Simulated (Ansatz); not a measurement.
## Lattice dynamics of Sc2Cu (built on the sites of a database entry of Al2Au)

Aim: the vibrations of Sc2Cu (built on the sites of a database entry of Al2Au), their spectra, and whether the structure is stable.

Method: DFT PBEsol, scalar-relativistic, plane waves, PAW, in Ansatz 0.2.0.

The structure was built from a prototype and need not be the compound's stable phase.

### 1. Set-up

The structure is cubic, space group Fm-3m (No. 225). Conventional cell: a = 7.220 Å, b = 7.220 Å, c = 7.220 Å, α = 90.00°, β = 90.00°, γ = 90.00°. Nearest to Sc lie 4 Cu at 3.13 Å. Nearest to Cu lie 8 Sc at 3.13 Å. Farther neighbours are not listed.

Structure file:

```cif
data_structure
_symmetry_space_group_name_H-M 'P 1'
_symmetry_Int_Tables_number 1
_cell_length_a 5.1050
_cell_length_b 5.1050
_cell_length_c 5.1050
_cell_angle_alpha 60.000
_cell_angle_beta 60.000
_cell_angle_gamma 60.000
_cell_volume 94.07
loop_
_atom_site_label
_atom_site_type_symbol
_atom_site_fract_x
_atom_site_fract_y
_atom_site_fract_z
_atom_site_occupancy
Sc1 Sc 0.25000 0.25000 0.25000 1
Sc2 Sc 0.75000 0.75000 0.75000 1
Cu3 Cu 0.00000 0.00000 0.00000 1
```

### 2. Rough relaxation

A rough relaxation comes first, because large forces or stress need no tight tolerances yet.

Input file input.yaml:

```yaml
crystal:
  lattice:
    - [0.0, 3.60977, 3.60977]
    - [3.60977, 0.0, 3.60977]
    - [3.60977, 3.60977, 0.0]
  atoms:
    - { symbol: Sc, position: [0.25, 0.25, 0.25] }
    - { symbol: Sc, position: [0.75, 0.75, 0.75] }
    - { symbol: Cu, position: [0.0, 0.0, 0.0] }
kpoints:
  mp_grid: { grid: [6, 6, 6] }
hamiltonian:
  xc: pbesol
scf:
  occupations: { method: gaussian, width: 0.1 }
output:
  forces: true
  stress: true
  eigenvalues: true
relax:
  adjacent_minimum: "off"
  f_tol: 0.05
  max_steps: 80
  cell: { stress_tol: 0.5 }
```

Launch:

```bash
ansatz run input.yaml --threads 8 --pin off --max-ram 14336MiB --backend cpu --events-out ev --progress --plain --runs-dir out
```

Numbers of over 12 decimals in the logs are rounded to 6 here.

The program printed:

```text
The last accepted step is kept in <dir> (removed where the run ends without a failure and the disk answers)
Engine: ansatz 0.2.0, aarch64-unknown-linux-gnu
Pseudopotentials: kind: paw
Pseudopotential: Sc, paw, valence charge 11, recommended cutoff 420 eV (normal), Sc.paw.azcp
Pseudopotential: Cu, paw, valence charge 19, recommended cutoff 420 eV (normal), Cu.paw.azcp
Functional definition: PBEsol
  exchange = pbesol_x
[...]
--- Relaxed structure (5 steps of the walk, 5 accepted, 1 SCFs on fresh bases) ---
  F+E_penalty+E_count = -10811.30048069 eV   max|allowed force component| = 7.710e-17 eV/Å   (the final SCF, on the basis selected at the relaxed cell)
  cell:  # Å, volume = 62.6983 Å³
    - [0, 3.153131, 3.153131]
    - [3.153131, 0, 3.153131]
    - [3.153131, 3.153131, 0]
  atoms:
    - { symbol: Sc, position: [0.25, 0.25, 0.25] }
    - { symbol: Sc, position: [0.75, 0.75, 0.75] }
    - { symbol: Cu, position: [0, 0, 0] }
[key lines of the parts left out:]
SCF converged after 6 iterations
Free energy (F): -10811.300481 eV
Fermi energy:    10.297980 eV
P = ⅓ Tr σ = -0.0582 GPa (-0.582 kbar)
```

The job ended after 2.4 s (8 threads of Arm Neoverse V2, shared host; peak memory 0.47 GiB; 14 s of CPU time).

The steps of the relaxation:

```csv
step,energy less that of the first step (eV),largest force component (eV/Å),pressure (GPa),volume (Å³)
1,0.0000,0.0000,-12.51,94.07
2,-0.9707,0.0000,-10.78,80.98
3,-1.6153,0.0000,-5.59,69.00
4,-1.6999,0.0000,3.92,59.56
5,-1.7359,0.0000,-0.04,62.70
6*,-1.7335,0.0000,-0.06,62.70
```

Relaxation steps marked * repeat the geometry before them on a plane-wave basis chosen anew for their cell, so energy and pressure can jump there.

The run keeps the 48 symmetry operations that it works with, so distortions that break them were not tested.

```csv
cell as run,before,after,change
a (Å),5.105,4.459,-12.7 %
b (Å),5.105,4.459,-12.7 %
c (Å),5.105,4.459,-12.7 %
volume (Å³/atom),31.36,20.90,-33.4 %
```

The relaxed structure:

```xyz
3
Lattice="0.0000 3.1531 3.1531 3.1531 0.0000 3.1531 3.1531 3.1531 0.0000" Properties=species:S:1:pos:R:3 pbc="T T T"
Sc    1.5766    1.5766    1.5766
Sc    4.7297    4.7297    4.7297
Cu    0.0000    0.0000    0.0000
```

Numbers from this step:

* pressure: -0.05816 GPa
* volume per atom: 20.90 Å³
* gap on the k-mesh: 0 eV

In this step the volume went from 31.36 to 20.90 Å³/atom.

### 3. Bringing the structure to rest

Harmonic phonons are second derivatives at a point where the forces vanish, and they are wanted at zero stress, so atoms and cell are relaxed first.

Input file input.yaml:

```yaml
crystal:
  lattice:
    - [0.0, 3.1531311762, 3.1531311762]
    - [3.1531311762, 0.0, 3.1531311762]
    - [3.1531311762, 3.1531311762, 0.0]
  atoms:
    - { symbol: Sc, position: [0.25, 0.25, 0.25] }
    - { symbol: Sc, position: [0.75, 0.75, 0.75] }
    - { symbol: Cu, position: [0.0, 0.0, 0.0] }
kpoints:
  mp_grid: { grid: [10, 10, 10] }
hamiltonian:
  xc: pbesol
scf:
  occupations: { method: gaussian, width: 0.1 }
output:
  forces: true
  stress: true
  eigenvalues: true
  write_density: true
  write_potential: true
  elf: true
  volumetric_format: npy
relax:
  adjacent_minimum: "off"
  f_tol: 0.005
  max_steps: 80
  cell: { stress_tol: 0.05 }
```

The program printed:

```text
[...]
Crystal: 3 atoms, lattice volume = 62.698 Å³
Basis set: ecut = 420 eV, 1243 PW (Γ), exchange–correlation on 60×60×60 points (8 copies of the dense FFT grid, shifted against one another)
Bands: 25, of which v1, the nominal top of the filled ones, is band 21 counted from 1 (20 counted from 0)
Symmetry: 48 space group operations
[...]
k-points: 47 of 1000
[...]
SCF iter   1: F=—  HF=-10811.311983 eV  |F-HF|=—  |Δ(HF+E_count)|=         —  Δρ=1.50e-2  dr2=9.90e-2  ethr=1.77e-3  ⟨swp⟩=4.2  Hψ=4053  notcnv=0
[...]
SCF iter   8: F=-10811.295652 eV  HF=-10811.295652 eV  |F-HF|=9.79e-9  |Δ(HF+E_count)|=   2.02e-8  Δρ=5.63e-6  dr2=2.48e-8  ethr=2.44e-10  ⟨swp⟩=7.2  Hψ=6574  notcnv=0
SCF 1 converged in 8 iterations: F = -10811.295652 eV  dr2 = 2.48e-8
[...]
relax step   1: F+E_penalty+E_count = -10811.29565242 eV  Δ(F+E_penalty+E_count) = +0.000e0 eV  max|allowed force component| = 2.467e-17 eV/Å  Δτ_max = 0.0000 Å  P = -0.127 GPa  Ω = 62.698 Å³  (8 SCF iters, dr2 threshold 1.00e-7 eV, accepted)
Crystal: 3 atoms, lattice volume = 62.529 Å³
[...]
SCF iter   6: F=-10811.295709 eV  HF=-10811.295709 eV  |F-HF|=5.06e-10  |Δ(HF+E_count)|=   1.79e-9  Δρ=1.91e-6  dr2=3.00e-9  ethr=3.99e-11  ⟨swp⟩=4.9  Hψ=6074  notcnv=0
SCF 2 converged in 6 iterations: F = -10811.295709 eV  dr2 = 3.00e-9
relax step   2: F+E_penalty+E_count = -10811.29570886 eV  Δ(F+E_penalty+E_count) = -5.644e-5 eV  max|allowed force component| = 6.168e-17 eV/Å  Δτ_max = 0.0000 Å  P = +0.062 GPa  Ω = 62.529 Å³  energy of the carried Pulay correction = +2.136e-5 eV  (6 SCF iters, dr2 threshold 4.06e-8 eV, accepted)
Crystal: 3 atoms, lattice volume = 62.584 Å³
[...]
SCF iter   6: F=-10811.295712 eV  HF=-10811.295712 eV  |F-HF|=6.91e-11  |Δ(HF+E_count)|=  3.58e-10  Δρ=6.47e-7  dr2=3.36e-10  ethr=5.69e-12  ⟨swp⟩=4.3  Hψ=5722  notcnv=0
SCF 3 converged in 6 iterations: F = -10811.295712 eV  dr2 = 3.36e-10
relax step   3: F+E_penalty+E_count = -10811.29571243 eV  Δ(F+E_penalty+E_count) = -3.566e-6 eV  max|allowed force component| = 4.934e-17 eV/Å  Δτ_max = 0.0000 Å  P = -0.000 GPa  Ω = 62.584 Å³  energy of the carried Pulay correction = +1.441e-5 eV  (6 SCF iters, dr2 threshold 9.46e-9 eV, accepted)
[...]
SCF iter   1: F=—  HF=-10811.295699 eV  |F-HF|=—  |Δ(HF+E_count)|=         —  Δρ=2.53e-6  dr2=9.20e-10  ethr=8.78e-8  ⟨swp⟩=3.0  Hψ=7491  notcnv=0
eigensolver tolerance schedule: the retry pair's looser diagonalisation over-reported the residual by 39159.41 of it (diagonalisation noise at an unbounded share of the residual, at the tolerance the schedule requests for it); recorded, not acted on — ethr = c·dr2/N_el stays at c = 1.0e-1
[...]
SCF iter   2: F=—  HF=-10811.295699 eV  |F-HF|=—  |Δ(HF+E_count)|=   8.19e-7  Δρ=1.24e-6  dr2=2.10e-10  ethr=2.24e-12  ⟨swp⟩=2.9  Hψ=2521  notcnv=0
[...]
SCF iter   8: F=-10811.295699 eV  HF=-10811.295699 eV  |F-HF|=3.64e-12  |Δ(HF+E_count)|=  3.64e-12  Δρ=1.44e-9  dr2=9.96e-16  ethr=1.00e-12  ⟨swp⟩=2.0  Hψ=3415  notcnv=0
SCF 4 converged in 8 iterations: F = -10811.295699 eV  dr2 = 9.96e-16
relax step   4: F+E_penalty+E_count = -10811.29569944 eV  Δ(F+E_penalty+E_count) = +1.298e-5 eV  max|allowed force component| = 3.701e-17 eV/Å  Δτ_max = 0.0000 Å  P = -0.000 GPa  Ω = 62.584 Å³  stress off target by 1.93e-4 GPa  SCF on the basis re-selected at this cell (its energy is not comparable with the rows above)  (8 SCF iters)
[...]
SCF converged after 8 iterations
Free energy (F): -10811.295699 eV
[...]
Internal energy: -10811.277016 eV  (E = F + TS)
E sigma→0 (E₀):  -10811.286358 eV
Entropy (-TS):   -0.018684 eV (-6.228 meV/atom)
Fermi energy:    10.334635 eV
[...]
--- Stress (GPa, compression-positive) ---
       -0.000193       0.000000       0.000000
        0.000000      -0.000193      -0.000000
        0.000000      -0.000000      -0.000193
  P = ⅓ Tr σ = -0.0002 GPa (-0.002 kbar)
--- Band table (eV; the first three rows and the last of 47) ---
  k-point 0: bands = [... 17 lower, 6.7503, 9.3809, 9.3809, 9.3809, 10.5469, 10.5469, 13.6907, 13.6907]
  k-point 1: bands = [... 17 lower, 6.7477, 9.2880, 9.4523, 9.4523, 10.5841, 10.5841, 13.5359, 13.6134]
  k-point 2: bands = [... 17 lower, 6.7422, 9.0292, 9.6508, 9.6508, 10.7047, 10.7047, 13.1406, 13.3832]
  k-point 46: bands = [... 17 lower, 6.9482, 8.6326, 9.4934, 9.9181, 11.0212, 11.3051, 11.4203, 12.4372]
--- Relaxed structure (3 steps of the walk, 3 accepted, 1 SCFs on fresh bases) ---
[...]
cell:  # Å, volume = 62.5842 Å³
    - [0, 3.151216, 3.151216]
    - [3.151216, 0, 3.151216]
    - [3.151216, 3.151216, 0]
  atoms:
    - { symbol: Sc, position: [0.250000, 0.250000, 0.250000] }
    - { symbol: Sc, position: [0.750000, 0.750000, 0.750000] }
    - { symbol: Cu, position: [0, 0, 0] }
```

Wall time 2.6 s (8 threads); peak memory 0.48 GiB; 16 s of CPU time.

Little changed from the start: no atom moved by 0.005 Å and no cell edge by 0.1 %.

Numbers from this step:

```
pressure        : -1.93e-4 GPa
volume per atom : 20.86 Å³
```

Electrostatic potential energy in the ac plane of the cell as run, not the conventional one, at fractional y = 0.250, with atoms of Sc within 0.2 Å of it. With pseudopotentials it is smooth inside the atoms' cores, unlike the true potential.

Ten even steps from '0' (-50 eV) to '9' (14 eV), each cell a mean:
```
89999889999888
89999999999988
89999999999998
99999999999999
99999999999999
99999999999999
87789999999999
76567899999998
74114789999998
74000479999999
85100168999999
97510157999999
98754467999999
99987778999888
```
Columns run along a (4.5 Å; values clipped at the 3rd and 97th percentile), rows up along c (4.5 Å). Atoms in or near the plane, at fractional coordinates: Sc at (0.25, 0.25).

Valence density in the ac plane of the cell as run, not the conventional one, at fractional y = 0.250, with atoms of Sc within 0.2 Å of it. It is the smooth field of the valence electrons, not physical close to the nuclei.

Values in e/Å³, 14 rows by 14 columns, each cell a mean:
```
0.4 0.3 0.2 0.1 0.1 0.1 0.1 0.1 0.1 0.2 0.2 0.4 0.6 0.6
0.4 0.3 0.2 0.1 0.1 0.1 0.1 0.1 0.1 0.1 0.2 0.3 0.5 0.6
0.4 0.3 0.2 0.1 0.1 0.1 0.1 0.1 0.1 0.1 0.2 0.2 0.3 0.4
0.3 0.2 0.2 0.1 0.1 0.1 0.1 0.1 0.1 0.1 0.1 0.2 0.2 0.2
0.2 0.2 0.2 0.1 0.1 0.1 0.1 0.1 0.1 0.1 0.1 0.1 0.1 0.2
0.2 0.2 0.2 0.1 0.1 0.1 0.1 0.1 0.1 0.1 0.1 0.1 0.1 0.1
0.2 0.4 0.4 0.3 0.1 0.1 0.1 0.1 0.1 0.1 0.1 0.1 0.1 0.1
0.4 1.1 1.6 1.1 0.5 0.2 0.1 0.1 0.1 0.1 0.1 0.1 0.1 0.1
0.6 2.4 4.4 4.3 2.4 0.6 0.2 0.1 0.1 0.1 0.1 0.1 0.1 0.1
0.5 2.5 5.8 7.0 5.6 2.4 0.5 0.1 0.1 0.1 0.1 0.1 0.1 0.1
0.3 1.5 4.7 7.1 7.0 4.3 1.1 0.3 0.1 0.1 0.1 0.1 0.1 0.1
0.2 0.5 1.9 4.7 5.8 4.4 1.6 0.4 0.2 0.2 0.2 0.2 0.2 0.2
0.2 0.2 0.5 1.5 2.5 2.4 1.1 0.4 0.2 0.2 0.2 0.3 0.3 0.3
0.3 0.2 0.2 0.3 0.5 0.6 0.4 0.2 0.2 0.2 0.3 0.4 0.4 0.4
```
Columns run along a (4.5 Å), rows up along c (4.5 Å). Atoms in or near the plane, at fractional coordinates: Sc at (0.25, 0.25).

ELF in the ac plane of the cell as run, not the conventional one, at fractional y = 0.250, with atoms of Sc within 0.2 Å of it. It is the smooth field of the valence electrons, not physical close to the nuclei.

Ten even steps from '_' (0.08) to '@' (0.71), each cell a mean:
```
::==++--________--++==::::::
::--++**==..__..==**++--::::
::--++##**==::::++####++--::
====++####**----==**####++==
++++++**##**==::::==**##**++
::::::--==++--::::::==++==--
__......__..::::::::--::..__
::**##**::__..::--==--::____
==@@@@@@@@==__..++****==..__
--@@##--##@@::__==####**==__
..##%%::--@@**..--**####**--
::::%%%%##@@##..::++++++++++
==::::##@@@@**..::++==----==
====::..--==::__::++==::::::
```
Columns run along a (4.5 Å), rows up along c (4.5 Å). Atoms in or near the plane, at fractional coordinates: Sc at (0.25, 0.25).

In this step the volume went from 20.90 to 20.86 Å³/atom.

### 4. Relaxing to small forces for the phonons

Phonons need a cell at rest on their own settings, so the relaxation is repeated with tight tolerances on forces and stress on the k mesh and occupations of the first response run.

Input file input.yaml:

```yaml
crystal:
  lattice:
    - [0.0, 3.15121615, 3.15121615]
    - [3.15121615, 0.0, 3.15121615]
    - [3.15121615, 3.15121615, 0.0]
  atoms:
    - { symbol: Sc, position: [0.25, 0.25, 0.25] }
    - { symbol: Sc, position: [0.75, 0.75, 0.75] }
    - { symbol: Cu, position: [0.0, 0.0, 0.0] }
kpoints:
  mp_grid: { grid: [10, 10, 10] }
hamiltonian:
  xc: pbesol
scf:
  occupations: { method: methfessel_paxton, width: 0.15 }
output:
  forces: true
  stress: true
  eigenvalues: true
relax:
  adjacent_minimum: "off"
  f_tol: 0.001
  max_steps: 60
  cell: { stress_tol: 0.01 }
```

The program printed:

```text
[...]
Crystal: 3 atoms, lattice volume = 62.584 Å³
Basis set: ecut = 420 eV, 1243 PW (Γ), exchange–correlation on 60×60×60 points (8 copies of the dense FFT grid, shifted against one another)
Bands: 25, of which v1, the nominal top of the filled ones, is band 21 counted from 1 (20 counted from 0)
Symmetry: 48 space group operations
[...]
k-points: 47 of 1000
[...]
k-point 46: bands = [... 17 lower, 6.9524, 8.6369, 9.4978, 9.9224, 11.0243, 11.3094, 11.4238, 12.4405]
--- Relaxed structure (3 steps of the walk, 3 accepted, 1 SCFs on fresh bases) ---
[...]
cell:  # Å, volume = 62.5604 Å³
    - [0, 3.150817, 3.150817]
    - [3.150817, 0, 3.150817]
    - [3.150817, 3.150817, 0]
  atoms:
    - { symbol: Sc, position: [0.25, 0.25, 0.25] }
    - { symbol: Sc, position: [0.750000, 0.750000, 0.750000] }
    - { symbol: Cu, position: [0, 0, 0] }
[key lines of the parts left out:]
SCF converged after 5 iterations
Free energy (F): -10811.285812 eV
Fermi energy:    10.339768 eV
P = ⅓ Tr σ = 0.0001 GPa (0.001 kbar)
```

The job ended after 2.3 s (8 threads; peak memory 0.48 GiB).

Little changed from the start: no atom moved by 0.005 Å and no cell edge by 0.1 %.

This step gave:

```
pressure        : 5.68e-5 GPa
volume per atom : 20.85 Å³
```

The forces vanish by symmetry and the pressure is 0.000 GPa, within the tolerances set. The cell now holds 20.85 Å³/atom.

### 5. Zone-centre response

The zone centre comes first: it holds the modes that light can see, as far as symmetry allows. No field response is asked, since the mesh shows no gap.

input.yaml, the sections that differ from step 4:

```yaml
crystal:
  lattice:
    - [0.0, 3.1508172729, 3.1508172729]
    - [3.1508172729, 0.0, 3.1508172729]
    - [3.1508172729, 3.1508172729, 0.0]
  atoms:
    - { symbol: Sc, position: [0.25, 0.25, 0.25] }
    - { symbol: Sc, position: [0.75, 0.75, 0.75] }
    - { symbol: Cu, position: [0.0, 0.0, 0.0] }
output:
  eigenvalues: true
phonons:
  method: dfpt
# kpoints, hamiltonian, scf: as in step 4
# relax: removed
```

The program printed:

```text
zone centre: on kpoints.mp_grid the ground state, and the responses unless they are solved on pairs of k-points, stand on 102 of the mesh's 1000 k-points, reduced under 8 symmetry operations, with k and −k counted as one. Each operation leaves every solved displacement unchanged or reverses it
[...]
Crystal: 3 atoms, lattice volume = 62.560 Å³
Basis set: ecut = 420 eV, 1243 PW (Γ), exchange–correlation on 60×60×60 points (8 copies of the dense FFT grid, shifted against one another)
Bands: 25, of which v1, the nominal top of the filled ones, is band 21 counted from 1 (20 counted from 0)
Symmetry: 48 space group operations
k-points: 102 of 1000 (irreducible under 8 space group operations, time reversal used)
[...]
SCF iter   1: F=—  HF=-10811.302370 eV  |F-HF|=—  |Δ(HF+E_count)|=         —  Δρ=1.50e-2  dr2=9.91e-2  ethr=1.77e-3  ⟨swp⟩=4.1  Hψ=8538  notcnv=0
[...]
SCF iter  11: F=-10811.285812 eV  HF=-10811.285812 eV  |F-HF|=3.64e-12  |Δ(HF+E_count)|=  3.64e-12  S|Δr|=    0.00e0  Δρ=2.49e-8  dr2=2.72e-13  ethr=1.00e-12  ⟨swp⟩=4.2  Hψ=9153  notcnv=0
SCF 1 converged in 11 iterations: F = -10811.285812 eV  dr2 = 2.72e-13
[...]
DFPT response loops at Γ: preconditioner auto → Kerker (q_TF=auto, 2.543 Å⁻¹) (partly filled bands, converged f_vac=0.000); β = 1.00, the filter's whole step (`scf.mixing.beta` (0.50) is not read by the response loops under this deck's `scf.mixing.preconditioner`; to damp them name `kerker` or `kerker_dos`, under which they read `scf.mixing.beta`, and type it under 1.00, their step now; both keys bind the ground state too); Broyden in place of MSR1
SCF converged after 11 iterations
[...]
Free energy (F): -10811.285812 eV
[...]
Internal energy: -10811.286656 eV  (E = F + TS)
E sigma→0 (E₀):  -10811.286023 eV
Entropy (-TS):   0.000844 eV (0.281 meV/atom)
Fermi energy:    10.339768 eV
[...]
--- Band table (eV; the first three rows and the last of 102) ---
  k-point 0: bands = [... 17 lower, 6.7538, 9.3839, 9.3839, 9.3839, 10.5500, 10.5500, 13.6942, 13.6942]
  k-point 1: bands = [... 17 lower, 6.7511, 9.2911, 9.4553, 9.4553, 10.5873, 10.5873, 13.5394, 13.6168]
  k-point 2: bands = [... 17 lower, 6.7456, 9.0326, 9.6539, 9.6539, 10.7079, 10.7079, 13.1441, 13.3867]
  k-point 101: bands = [... 17 lower, 6.9524, 8.6369, 9.4978, 9.9224, 11.0243, 11.3094, 11.4238, 12.4405]
--- Phonons (Γ-DFPT): 2 representative perturbations + reference, on 102 of 1000 k-points (Σ response iterations 7) ---
  k mesh reduced under 8 symmetry operations, with k and −k counted as one. Each operation leaves every solved displacement unchanged or reverses it
  ASR residual: 1.628e-5 → 0.000e0 eV/Å²; symmetrization residual: 4.311e-6 eV/Å²
  ASR residual per site (eV/Å²): 1.31e-5 1.31e-5 1.63e-5
  Γ frequencies (cm⁻¹): 0.00 0.00 0.00 180.40 180.40 180.40 226.14 226.14 226.14
  non-analytic LO–TO correction: not included (Born effective charges unavailable; polar crystals: no LO–TO splitting at Γ)
```

Run time: 6.8 s. Hardware: 8 threads; peak memory 0.87 GiB; 46 s of CPU time.

In the SCF lines HF is the Harris–Foulkes energy and dr2 the Hartree energy of the density residual, in eV; the loop may stop once dr2 is under the threshold and the program's other checks hold. Hψ counts applications of the Hamiltonian.

Numbers from this step:

```yaml
sum_rule_residual_before_enforcement: 1.63e-5 eV/Å²
point_group: m-3m
highest_optical_mode_at_the_zone_centre_no_lo_to_term: 226.1 cm⁻¹
lowest_optical_zone_centre_mode: 180.4 cm⁻¹
```

Patterns of degenerate modes are one choice out of their space. The modes at Γ (shares of kinetic energy by element, %):

```csv
mode,frequency (cm⁻¹),symmetry,Sc %,Cu %
1,0.0,acoustic,59,41
2,0.0,acoustic,59,41
3,0.0,acoustic,59,41
4,180.4,T1u,41,59
5,180.4,T1u,41,59
6,180.4,T1u,41,59
7,226.1,T2g,100,0
8,226.1,T2g,100,0
9,226.1,T2g,100,0
```

Displacements in mode 4 (180.4 cm⁻¹), the largest set to 1:
```
Sc1  0.00 -0.54 -0.71
Sc2  0.00 -0.54 -0.71
Cu3  0.00  0.77  1.00
```

Displacements in mode 9 (226.1 cm⁻¹), the largest set to 1:
```
Sc1  0.00 -0.31  1.00
Sc2  0.00  0.31 -1.00
Cu3  0.00  0.00  0.00
```

Before it was imposed, the acoustic sum rule was missed by 1.6e-5 eV/Å². Small misses are needed for a sound result but don't prove that mesh and cutoff are converged. The lowest optical mode is real, 180 cm⁻¹.

[end of part 1 of 2]

[Logs are printed without paths, hosts, clocks, repeated set-up lines and the standing remarks that a program may print on its own settings, such as how far it seeks lower states.]

[Hosts, paths, dates, database ids (printed as entryN), source tags and the programs' standing remarks are cut or masked in the printed files.]
